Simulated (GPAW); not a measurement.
# A Fe chain with one Au atom in line: relaxation, then transmission at several levels, part 2 of 2

How well does a Fe chain with one Au atom in line conduct once its atoms have relaxed, and how much do cheaper levels lose?

GPAW 26.7.0; GPAW LCAO, PAW setups; relaxation of the junction within the symmetry of its start, lead ends held (the session's first sound run).

So far, conductance (G₀): step 3 (GPAW, dzp, PBE, GPAW) 1.04; step 4 (basis szp(dzp), PBE, GPAW) 1.07; step 5 (basis sz(dzp), PBE, GPAW) 1.11; step 6 (revPBE) 1.03; step 7 (without the relaxation: geometry = "as built", PBE, GPAW) 1.36.

## (9) The levels side by side (continued)

Transmission, zone mean, sum over the listed spins against energy, zero at the Fermi level:

```csv
energy (eV),dzp,szp,sz,dzp-revPBE,asbuilt
-2.000,2.80,2.53,2.56,2.74,3.62
-1.800,2.59,2.53,2.55,2.56,3.38
-1.600,2.57,2.60,2.73,2.57,3.14
-1.425,2.70,2.97,2.30,2.77,2.88
-1.400,2.74,2.12,2.46,2.82,2.83
-1.275,3.09,2.77,3.16,3.67,2.45
-1.225,3.70,2.95,3.78,3.36,2.34
-1.200,3.24,3.07,3.81,3.60,2.26
-1.175,3.43,3.22,3.69,4.04,2.24
-1.125,4.10,3.60,2.44,2.10,2.16
-1.100,2.13,3.78,2.12,2.09,1.94
-1.000,2.12,2.16,2.19,2.08,2.01
-0.800,2.17,2.23,2.23,2.13,2.19
-0.600,2.16,2.11,2.14,2.14,2.38
-0.400,2.15,2.13,2.18,2.14,2.56
-0.200,2.12,2.17,2.24,2.11,2.71
0.000,2.08,2.15,2.22,2.05,2.73
0.200,2.07,2.15,2.20,2.03,2.65
0.400,2.06,2.07,2.11,2.04,2.59
0.600,2.07,2.06,2.03,2.06,2.56
0.800,2.10,2.09,1.08,2.09,2.55
1.000,2.14,1.09,1.70,2.13,2.51
1.200,2.18,1.61,1.55,2.17,2.47
1.400,2.25,1.69,1.59,2.25,2.39
1.600,2.14,1.83,1.66,2.18,2.23
1.800,2.26,2.04,1.81,2.24,2.07
1.875,2.38,2.17,1.99,2.51,2.01
2.000,1.90,2.19,1.95,1.90,1.94
```

## (10) Smearing 0.3

Smearing helps the SCF of a metal converge, but it blurs occupations at band edges near the Fermi level.

This step: GPAW LCAO, PAW setups; Landauer transmission from Green's functions with principal layers (ASE), zero bias (GPAW 26.7.0).

run.py reads:

```python
import json
import numpy as np
from ase import Atoms
from ase.transport.calculators import TransportCalculator
from gpaw import GPAW, FermiDirac
from gpaw.lcao.tools import get_lcao_hamiltonian
from scipy.linalg import eigh

# The junction with lead layers at both ends, along the third cell vector
device = Atoms(
    ['Fe', 'Fe', 'Fe', 'Fe', 'Fe', 'Fe', 'Au', 'Fe', 'Fe', 'Fe', 'Fe', 'Fe', 'Fe'],
    positions=[
        [4.50000, 4.50000, 1.13000],
        [4.50000, 4.50000, 3.39000],
        [4.50000, 4.50000, 5.65000],
        [4.50000, 4.50000, 7.91000],
        [4.50000, 4.50000, 10.17000],
        [4.50000, 4.50000, 12.32530],
        [4.50000, 4.50000, 14.79610],
        [4.50000, 4.50000, 17.26690],
        [4.50000, 4.50000, 19.42220],
        [4.50000, 4.50000, 21.68220],
        [4.50000, 4.50000, 23.94220],
        [4.50000, 4.50000, 26.20220],
        [4.50000, 4.50000, 28.46220]],
    cell=[[9.0, 0.0, 0.0], [0.0, 9.0, 0.0], [0.0, 0.0, 29.5922]],
    pbc=True,
    magmoms=[3.0, 3.0, 3.0, 3.0, 3.0, 3.0, 0.0, 3.0, 3.0, 3.0, 3.0, 3.0, 3.0])

# One principal layer of the lead: the first 3 atoms of the device
lead = Atoms(
    ['Fe', 'Fe', 'Fe'],
    positions=[
        [4.50000, 4.50000, 1.13000],
        [4.50000, 4.50000, 3.39000],
        [4.50000, 4.50000, 5.65000]],
    cell=[[9.0, 0.0, 0.0], [0.0, 9.0, 0.0], [0.0, 0.0, 6.78]],
    pbc=True,
    magmoms=[3.0, 3.0, 3.0])

settings = dict(mode='lcao', basis='dzp', xc='PBE', h=0.18,
                occupations=FermiDirac(0.3), maxiter=250,
                mixer=dict(beta=0.05, nmaxold=8, weight=100.0),
                convergence=dict(density=0.0001))
energies = np.arange(-2, 2 + 1e-9, 0.025)
eta = 0.0001
n1, n2 = 1, 1
# k and -k transmit alike, so half of the mesh across the current serves
mesh = [(i, j) for i in range(n1) for j in range(n2) if (i, j) <= (-i % n1, -j % n2)]
weights = np.array([1 if (i, j) == (-i % n1, -j % n2) else 2 for i, j in mesh]) / (n1 * n2)

# [... helper functions left out ...]
fermi_lead = ground_state(lead, (1, 1, 17), 'lead.txt')
fermi_device = ground_state(device, (1, 1, 3), 'device.txt')
# [... loop over the mesh left out, but for ...]
        # Shift the lead onto the potential of the device's first layer
        shift = ((H[:, 0, 0] - H0[:, 0, 0]) / S0[0, 0]).real.mean()
# [...]
kT = 8.617333e-5 * 300
bias = [0.1, 0.2, 0.5, 1.0, 1.5, 2.0]
# [... integrals and printing left out ...]
```

Started as:

```sh
OMP_NUM_THREADS=1 OPENBLAS_NUM_THREADS=1 python run.py
```

Run time: 2.6 min. Hardware: 1 thread of Arm Neoverse V1, shared host; peak memory 1.7 GiB.

The run finished with changed settings (width = 0.3); it serves as a test.

Side by side:

```csv
quantity,this run,sound run,difference
conductance (G₀),1.0252,1.0419,-0.0167
largest coupling past the next principal layer (eV),5.770e-5,5.770e-5,4.1e-9
largest misfit of the first principal layer (eV),0.012861,0.12789,-0.115
shift that aligns the lead (eV),0.0031485,0.0021366,0.00101
"transmission at the Fermi level, spin up",0.96395,0.96720,-0.00326
"transmission at the Fermi level, spin down",1.0861,1.1151,-0.0290
```

One result that differs is the largest misfit of the first principal layer, 0.0129 eV against 0.128 eV.

## (11) Results

```yaml
conductance: 1.04 G₀
transmission_at_the_fermi_level_mean_of_the_spins: 1.04
```

In the dzp basis the junction conducts 1.04 G₀ at 300 K, with T = 1.04 as the mean of the two spins at the Fermi level; the sz basis reaches that conductance within 10 %. Relaxation moved atoms by up to 0.10 Å and took the conductance from 1.36 to 1.04 G₀, as a ratio a larger change than the step from dzp to the minimal basis. Measured against the first run (dzp), the nearest curve is that of dzp-revPBE (r.m.s. 0.22) and the farthest that of asbuilt (0.51). Over the compared runs wall time goes from 132 s (sz) to 502 s (asbuilt), on a shared host. The leads kept an estimated spacing and the cell its length, so the junction may be under some tension or compression. The geometry comes from the orbital basis, which tends to overbind, and kept the symmetry of the start, so a structure of lower symmetry may lie lower. Spin-orbit coupling is left out, which matters for the heavy atoms here. The moments started parallel, and no other order was tried; chains of Cr or Mn atoms, among others, may prefer antiparallel neighbours. An evenly spaced straight chain is an idealisation: free chains tend to dimerise, zigzag or, where a band edge lies near the Fermi level, turn magnetic. The currents use the zero-bias T(E) throughout, which holds only while the bias is small against the distance to the nearest feature. One magnetic start was tried; another order may lie lower. The thermopower isn't quoted: it samples T(E) farther from the Fermi level than the conductance does, and the energy grid wasn't tested for it.

[Logs are printed without paths, hosts, clocks, repeated set-up lines and the standing remarks that a program may print on its own settings, such as how far it seeks lower states.]

[Hosts, paths, dates, database ids (printed as entryN), source tags and the programs' standing remarks are cut or masked in the printed files.]
